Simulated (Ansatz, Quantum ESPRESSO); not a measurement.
# Band edges of alpha-Ga2S3 ferroelectric layer, 1 layer under strain, part 2 of 2

Aim: band edges, gap and stiffness of alpha-Ga2S3 ferroelectric layer, 1 layer under biaxial strain.

Quantum ESPRESSO 7.5; plane-wave DFT, PBE, GBRV ultrasoft pseudopotentials; geometry by Ansatz 0.2.0 with PAW datasets.

So far: The starting structure; Relaxation with Ansatz.

## Step 3: Running the series

Under ESM bc1 levels count from the vacuum, or from the mean of the two vacuum levels where the sheet has a dipole, so band edges at unlike strains can be compared.

Level of this step: plane-wave DFT, PBE, GBRV ultrasoft pseudopotentials (Quantum ESPRESSO 7.5).

Contents of run.py:

```python
import json
import numpy as np
from ase import Atoms
from ase.calculators.espresso import Espresso, EspressoProfile

profile = EspressoProfile(command='mpirun -n 2 pw.x -nk 2', pseudo_dir='../pseudo')
pseudopotentials = {'Ga': 'ga_pbe_v1.4.uspp.F.UPF', 'S': 's_pbe_v1.4.uspp.F.UPF'}
system = {'ecutwfc': 40, 'ecutrho': 200, 'occupations': 'smearing', 'smearing': 'fd', 'degauss': 0.002}


def calculator(name, kpts, **extra):
    data = dict(control=dict(tprnfor=True, verbosity='high', disk_io='none'),
                system=system | extra,
                electrons=dict(conv_thr=1e-09, mixing_beta=0.4, mixing_mode='plain',
                               electron_maxstep=100))
    return Espresso(profile=profile, directory=name, pseudopotentials=pseudopotentials, kpts=kpts, input_data=data)


def centre(atoms):
    z = atoms.positions[:, 2]
    atoms.positions[:, 2] -= (z.max() + z.min()) / 2  # ESM wants the slab about z = 0
    return atoms

sheet = Atoms(
    ['S', 'Ga', 'S', 'Ga', 'S'],
    scaled_positions=[
        [0.0000000000, 0.0000000000, 0.3592873324],
        [0.3333333333, 0.6666666667, 0.4089600664],
        [0.3333333333, 0.6666666667, 0.5134860488],
        [0.6666666667, 0.3333333333, 0.5863698120],
        [0.0000000000, 0.0000000000, 0.6400491724]],
    cell=[
        [3.644416693243, 0.000000000000, 0.000000000000],
        [-1.822208346621, 3.156157438324, 0.000000000000],
        [0.000000000000, 0.000000000000, 21.204285486000]],
    pbc=True)

rows = []
for strain in [-0.03, -0.015, 0.0, 0.015, 0.03]:
    atoms = sheet.copy()
    atoms.set_cell(sheet.cell.array * [[1 + strain], [1 + strain], [1]], scale_atoms=True)
    atoms = centre(atoms)
    atoms.calc = calculator(f's{strain:+.3f}', (12, 12, 1), assume_isolated='esm', esm_bc='bc1', nbnd=32)
    energy = atoms.get_potential_energy()
    levels = np.array([atoms.calc.get_eigenvalues(kpt=i) for i in range(len(atoms.calc.get_ibz_k_points()))])
    top, bottom = levels[:, 27].max(), levels[:, 28].min()
    direct = (levels[:, 28] - levels[:, 27]).min()
    rows.append([strain, energy, top, bottom, direct])
    print(f'strain {strain:+.3f}: E = {energy:.5f} eV, valence top {top:.3f}, conduction bottom {bottom:.3f}, '
          f'gap {bottom - top:.3f}, least direct gap {direct:.3f} eV')

x, energy, top, bottom, direct = np.array(rows).T
area = np.linalg.norm(np.cross(*sheet.cell[:2]))
stiffness = np.polyfit(x, energy, 2)[0] / area * 16.0218  # C11 + C12, heights clamped
print(f'valence and conduction edges move by {np.polyfit(x, top, 1)[0]:.2f} and {np.polyfit(x, bottom, 1)[0]:.2f} eV per unit biaxial strain')
print(f'C11 + C12 with clamped heights: {stiffness:.1f} N/m')
json.dump(dict(rows=rows, stiffness=stiffness), open('result.json', 'w'))
```

On the command line:

```console
> OMP_NUM_THREADS=1 python run.py
```

What it wrote:

```text
strain -0.030: E = -12288.49259 eV, valence top -5.845, conduction bottom -4.082, gap 1.763, least direct gap 2.013 eV
strain -0.015: E = -12288.58425 eV, valence top -5.989, conduction bottom -4.245, gap 1.745, least direct gap 1.931 eV
strain +0.000: E = -12288.61409 eV, valence top -6.122, conduction bottom -4.472, gap 1.650, least direct gap 1.849 eV
strain +0.015: E = -12288.58935 eV, valence top -6.244, conduction bottom -4.684, gap 1.560, least direct gap 1.769 eV
strain +0.030: E = -12288.51672 eV, valence top -6.356, conduction bottom -4.882, gap 1.474, least direct gap 1.691 eV
valence and conduction edges move by -8.52 and -13.60 eV per unit biaxial strain
C11 + C12 with clamped heights: 169.4 N/m
```

Run time: 7.7 min. Hardware: 2 MPI ranks of Intel Xeon 6975P-C (Granite Rapids), shared host; peak memory 0.55 GiB.

The input that ASE wrote for the first run, and its log:

```
&CONTROL
   verbosity        = 'high'
   tprnfor          = .true.
   disk_io          = 'none'
   pseudo_dir       = '../pseudo'
/
&SYSTEM
   nbnd             = 32
   ecutwfc          = 40
   ecutrho          = 200
   occupations      = 'smearing'
   degauss          = 0.002
   smearing         = 'fd'
   assume_isolated  = 'esm'
   esm_bc           = 'bc1'
   ntyp             = 2
   nat              = 5
   ibrav            = 0
/
&ELECTRONS
   electron_maxstep = 100
   conv_thr         = 1e-09
   mixing_mode      = 'plain'
   mixing_beta      = 0.4
/
&IONS
/
&CELL
/
&FCP
/
&RISM
/
ATOMIC_SPECIES
S 32.06 s_pbe_v1.4.uspp.F.UPF
Ga 69.723 ga_pbe_v1.4.uspp.F.UPF

K_POINTS automatic
12 12 1  0 0 0

CELL_PARAMETERS angstrom
3.53508419244571 0.00000000000000 0.00000000000000
-1.76754209622237 3.06147271517428 0.00000000000000
0.00000000000000 0.00000000000000 21.20428548600000

ATOMIC_POSITIONS angstrom
S 0.0000000000 0.0000000000 -2.9766771045  
Ga -0.0000000002 2.0409818102 -1.9234022719  
S -0.0000000002 2.0409818102 0.2929964997  
Ga 1.7675420964 1.0204909050 1.8384446218  
S 0.0000000000 0.0000000000 2.9766771045
```

```text
Program PWSCF v.7.5 starts
[citation notice left out]

     Parallel version (MPI & OpenMP), running on       2 processor cores
     Number of MPI processes:                 2
     Threads/MPI process:                     1

     MPI processes distributed on     1 nodes
[... 1 line left out ...]

Warning: card &CELL ignored
Warning: card &FCP ignored
Warning: card &RISM ignored

     Current dimensions of program PWSCF are:
     Max number of different atomic species (ntypx) = 10
     Max number of k-points (npk) =  40000
     Max angular momentum in pseudopotentials (lmaxx) =  4
     Message from routine setup:
     using ibrav=0 with symmetry is DISCOURAGED, use correct ibrav instead

     K-points division:     npool     =       2
     Subspace diagonalization in iterative solution of the eigenvalue problem:
     a serial algorithm will be used

     G-vector sticks info
     --------------------
     sticks:   dense  smooth     PW     G-vecs:    dense   smooth      PW
     Sum         613     499    151                73777    53087    8807

     Using Slab Decomposition

     bravais-lattice index     =            0
     lattice parameter (alat)  =       6.6803  a.u.
     unit-cell volume          =    1548.6397 (a.u.)^3
     number of atoms/cell      =            5
     number of atomic types    =            2
     number of electrons       =        56.00
     number of Kohn-Sham states=           32
     kinetic-energy cutoff     =      40.0000  Ry
     charge density cutoff     =     200.0000  Ry
     scf convergence threshold =      1.0E-09
     mixing beta               =       0.4000
     number of iterations used =            8  plain     mixing
     Exchange-correlation=  SLA  PW   PBX  PBC
                           (   1   4   3   4   0   0   0)

     Effective Screening Medium Method
     =================================
     Boundary Conditions: Vacuum-Slab-Vacuum
     total charge in unit cell        =   0.0000
     grid points for fit at edges     =        4

[... 10 lines left out ...]
     PseudoPot. # 1 for S  read from file:
     ../pseudo/s_pbe_v1.4.uspp.F.UPF
     Pseudo is Ultrasoft + core correction, Zval =  6.0
     Generated by new atomic code, or converted to UPF format
     Using radial grid of  907 points,  6 beta functions with:
                l(1) =   0
                l(2) =   0
                l(3) =   1
                l(4) =   1
                l(5) =   2
                l(6) =   2
     Q(r) pseudized with  8 coefficients,  rinner =    1.300   1.300   1.300
                                                       1.300   1.300

     PseudoPot. # 2 for Ga read from file:
     ../pseudo/ga_pbe_v1.4.uspp.F.UPF
     Pseudo is Ultrasoft + core correction, Zval = 19.0
     Generated by new atomic code, or converted to UPF format
     Using radial grid of  871 points,  6 beta functions with:
                l(1) =   0
[... 761 lines left out ...]

     negative rho (up, down):  3.058E-04 0.000E+00

     Forces acting on atoms (cartesian axes, Ry/au):

     atom    1 type  1   force =     0.00000000   -0.00000000   -0.01887003
     atom    2 type  2   force =     0.00000000    0.00000000    0.01948067
     atom    3 type  1   force =     0.00000000   -0.00000000   -0.01007900
     atom    4 type  2   force =     0.00000000   -0.00000000   -0.00789831
     atom    5 type  1   force =     0.00000000   -0.00000000    0.01741191
     The non-local contrib.  to forces
     atom    1 type  1   force =     0.00000000    0.00000000    0.26788690
     atom    2 type  2   force =     0.00000000    0.00000000   -0.35491170
     atom    3 type  1   force =     0.00000000    0.00000000   -0.18536396
     atom    4 type  2   force =     0.00000000    0.00000000   -0.58547398
     atom    5 type  1   force =     0.00000000   -0.00000000   -0.22843249
     The ionic contribution  to forces
     atom    1 type  1   force =    -0.00000000    0.00000000  -88.10587445
     atom    2 type  2   force =     0.00000000   -0.00000000 -166.14193634
     atom    3 type  1   force =     0.00000000   -0.00000000    6.53718194
     atom    4 type  2   force =    -0.00000000    0.00000000  158.46196845
     atom    5 type  1   force =     0.00000000   -0.00000000   89.24866039
     The local contribution  to forces
     atom    1 type  1   force =     0.00000000    0.00000000   87.83349791
     atom    2 type  2   force =     0.00000022   -0.00000009  166.51529509
     atom    3 type  1   force =     0.00000000   -0.00000000   -6.37214378
     atom    4 type  2   force =    -0.00000019    0.00000006 -157.88999562
     atom    5 type  1   force =    -0.00000000   -0.00000000  -89.01495259
     The core correction contribution to forces
     atom    1 type  1   force =    -0.00000000   -0.00000000   -0.01437485
     atom    2 type  2   force =     0.00000000   -0.00000000    0.00116194
     atom    3 type  1   force =    -0.00000000    0.00000000    0.01025957
     atom    4 type  2   force =    -0.00000000    0.00000000    0.00550294
     atom    5 type  1   force =     0.00000000    0.00000000    0.01211081
     The Hubbard contrib.    to forces
     atom    1 type  1   force =     0.00000000    0.00000000    0.00000000
     atom    2 type  2   force =     0.00000000    0.00000000    0.00000000
     atom    3 type  1   force =     0.00000000    0.00000000    0.00000000
     atom    4 type  2   force =     0.00000000    0.00000000    0.00000000
     atom    5 type  1   force =     0.00000000    0.00000000    0.00000000
     The SCF correction term to forces
     atom    1 type  1   force =     0.00000000    0.00000000   -0.00000553
     atom    2 type  2   force =    -0.00000000   -0.00000000   -0.00012831
     atom    3 type  1   force =    -0.00000000    0.00000000   -0.00001277
     atom    4 type  2   force =     0.00000000   -0.00000000    0.00009989
     atom    5 type  1   force =     0.00000000    0.00000000    0.00002578

     Total force =     0.034680     Total SCF correction =     0.000165
     Message from routine punch:
     Nothing written, as per user request (disk_io='none')

[... 1 line left out ...]

[... 1 line left out ...]

[... 1 line left out ...]

[... 3 lines left out ...]

[... 1 line left out ...]

[... 2 lines left out ...]

[... 1 line left out ...]

[... 1 line left out ...]

=------------------------------------------------------------------------------=
   JOB DONE.
=------------------------------------------------------------------------------=
```

Numbers from this step:

- biaxial stiffness: 169.4 N/m

Band edge from the vacuum level against biaxial strain:

| biaxial strain (%) | valence top (eV) | conduction bottom (eV) |
| --- | --- | --- |
| -3.00 | -5.84 | -4.08 |
| -1.50 | -5.99 | -4.24 |
| 0.00 | -6.12 | -4.47 |
| 1.50 | -6.24 | -4.68 |
| 3.00 | -6.36 | -4.88 |

Gap against biaxial strain:

| biaxial strain (%) | on the mesh (eV) | least direct (eV) |
| --- | --- | --- |
| -3.00 | 1.76 | 2.01 |
| -1.50 | 1.74 | 1.93 |
| 0.00 | 1.65 | 1.85 |
| 1.50 | 1.56 | 1.77 |
| 3.00 | 1.47 | 1.69 |

Table of energy over the lowest by biaxial strain:

| biaxial strain (%) | energy over the lowest (meV) |
| --- | --- |
| -3.00 | 122 |
| -1.50 | 29.8 |
| 0.00 | 0 |
| 1.50 | 24.7 |
| 3.00 | 97.4 |

## Step 4: Running the series: RPBE, GBRV ultrasoft

Level of this step: plane-wave DFT, RPBE, GBRV ultrasoft pseudopotentials made under PBE (Quantum ESPRESSO 7.5). input_dft overrides the functional of the files.

run.py is the input of step 3 with these lines changed:

```diff
@@ -7,3 +7,3 @@
 pseudopotentials = {'Ga': 'ga_pbe_v1.4.uspp.F.UPF', 'S': 's_pbe_v1.4.uspp.F.UPF'}
-system = {'ecutwfc': 40, 'ecutrho': 200, 'occupations': 'smearing', 'smearing': 'fd', 'degauss': 0.002}
+system = {'ecutwfc': 40, 'ecutrho': 200, 'input_dft': 'rpbe', 'occupations': 'smearing', 'smearing': 'fd', 'degauss': 0.002}
```

On the command line:

```console
> OMP_NUM_THREADS=1 python run.py
```

What it wrote:

```text
strain -0.030: E = -12292.45581 eV, valence top -5.790, conduction bottom -3.928, gap 1.862, least direct gap 2.114 eV
strain -0.015: E = -12292.58898 eV, valence top -5.936, conduction bottom -4.093, gap 1.843, least direct gap 2.035 eV
strain +0.000: E = -12292.65901 eV, valence top -6.070, conduction bottom -4.320, gap 1.749, least direct gap 1.954 eV
strain +0.015: E = -12292.67314 eV, valence top -6.193, conduction bottom -4.534, gap 1.659, least direct gap 1.875 eV
strain +0.030: E = -12292.63808 eV, valence top -6.306, conduction bottom -4.732, gap 1.574, least direct gap 1.798 eV
valence and conduction edges move by -8.61 and -13.67 eV per unit biaxial strain
C11 + C12 with clamped heights: 173.5 N/m
```

Wall time 7 min (2 MPI ranks); peak memory 0.54 GiB; 14 min of CPU time.

This step gave:

| Item | Value |
| --- | --- |
| biaxial stiffness | 173.5 N/m |

The band edge from the vacuum level by biaxial strain:

| biaxial strain (%) | valence top (eV) | conduction bottom (eV) |
| --- | --- | --- |
| -3.00 | -5.79 | -3.93 |
| -1.50 | -5.94 | -4.09 |
| 0.00 | -6.07 | -4.32 |
| 1.50 | -6.19 | -4.53 |
| 3.00 | -6.31 | -4.73 |

Gap against biaxial strain:

| biaxial strain (%) | on the mesh (eV) | least direct (eV) |
| --- | --- | --- |
| -3.00 | 1.86 | 2.11 |
| -1.50 | 1.84 | 2.03 |
| 0.00 | 1.75 | 1.95 |
| 1.50 | 1.66 | 1.87 |
| 3.00 | 1.57 | 1.80 |

Energy over the lowest against biaxial strain:

| biaxial strain (%) | energy over the lowest (meV) |
| --- | --- |
| -3.00 | 217 |
| -1.50 | 84.2 |
| 0.00 | 14.1 |
| 1.50 | 0 |
| 3.00 | 35.1 |

## Step 5: The arithmetic

Under equal strain ε in the plane, E = A (C11 + C12) ε². From the points at ±1.5 %: d²E/dε² = (29.84 + 24.74 − 2 × 0.00) meV / 0.015² = 243 eV, and 243/(2 × 11.502 Å²) × 16.02 = 169 N/m.

## Step 6: Summary of results

| Quantity | Value |
| --- | --- |
| C11 + C12, heights clamped, PBE, GBRV ultrasoft | 169 N/m |
| gap on the mesh at zero strain, PBE, GBRV ultrasoft | 1.65 eV |
| valence top below the mean of the two vacuum levels at zero strain, PBE, GBRV ultrasoft | 6.12 eV |
| shift of the valence top per unit biaxial strain, PBE, GBRV ultrasoft | -8.5 eV |
| C11 + C12, heights clamped, RPBE, GBRV ultrasoft (made under PBE) | 174 N/m |
| gap on the mesh at zero strain, RPBE, GBRV ultrasoft (made under PBE) | 1.75 eV |
| valence top below the mean of the two vacuum levels at zero strain, RPBE, GBRV ultrasoft (made under PBE) | 6.07 eV |
| shift of the valence top per unit biaxial strain, RPBE, GBRV ultrasoft (made under PBE) | -8.6 eV |

In words: The sheet's biaxial stiffness comes to 169 N/m and its gap at zero strain to 1.65 eV (PBE, GBRV ultrasoft). From −3 % to +3 % the gap on the mesh goes from 1.76 to 1.47 eV; it is indirect at every strain. The conduction bottom bends along the series, so the script's straight-line slope describes it poorly. Heights are clamped under strain, which makes a sheet with several atomic planes too stiff. Zero strain is the PBE cell; under RPBE the energy is lowest near +1.2 %, so its stiffness is taken away from its own minimum. Semilocal gaps are too small. The sheet carries a dipole, so the two faces have unlike vacuum levels and the zero lies between them. Spin-orbit coupling is left out; depending on the atoms that carry the levels of interest, it can split and shift them by some tens of meV.

[Logs are printed without paths, hosts, clocks, repeated set-up lines and the standing remarks that a program may print on its own settings, such as how far it seeks lower states.]

[Hosts, paths, dates, database ids (printed as entryN), source tags and the programs' standing remarks are cut or masked in the printed files.]

[Maps of the electrostatic potential energy from Ansatz leave out the sawtooth potential of an applied field or a dipole correction, so their vacuum need not be flat; planar profiles and work functions include it.]
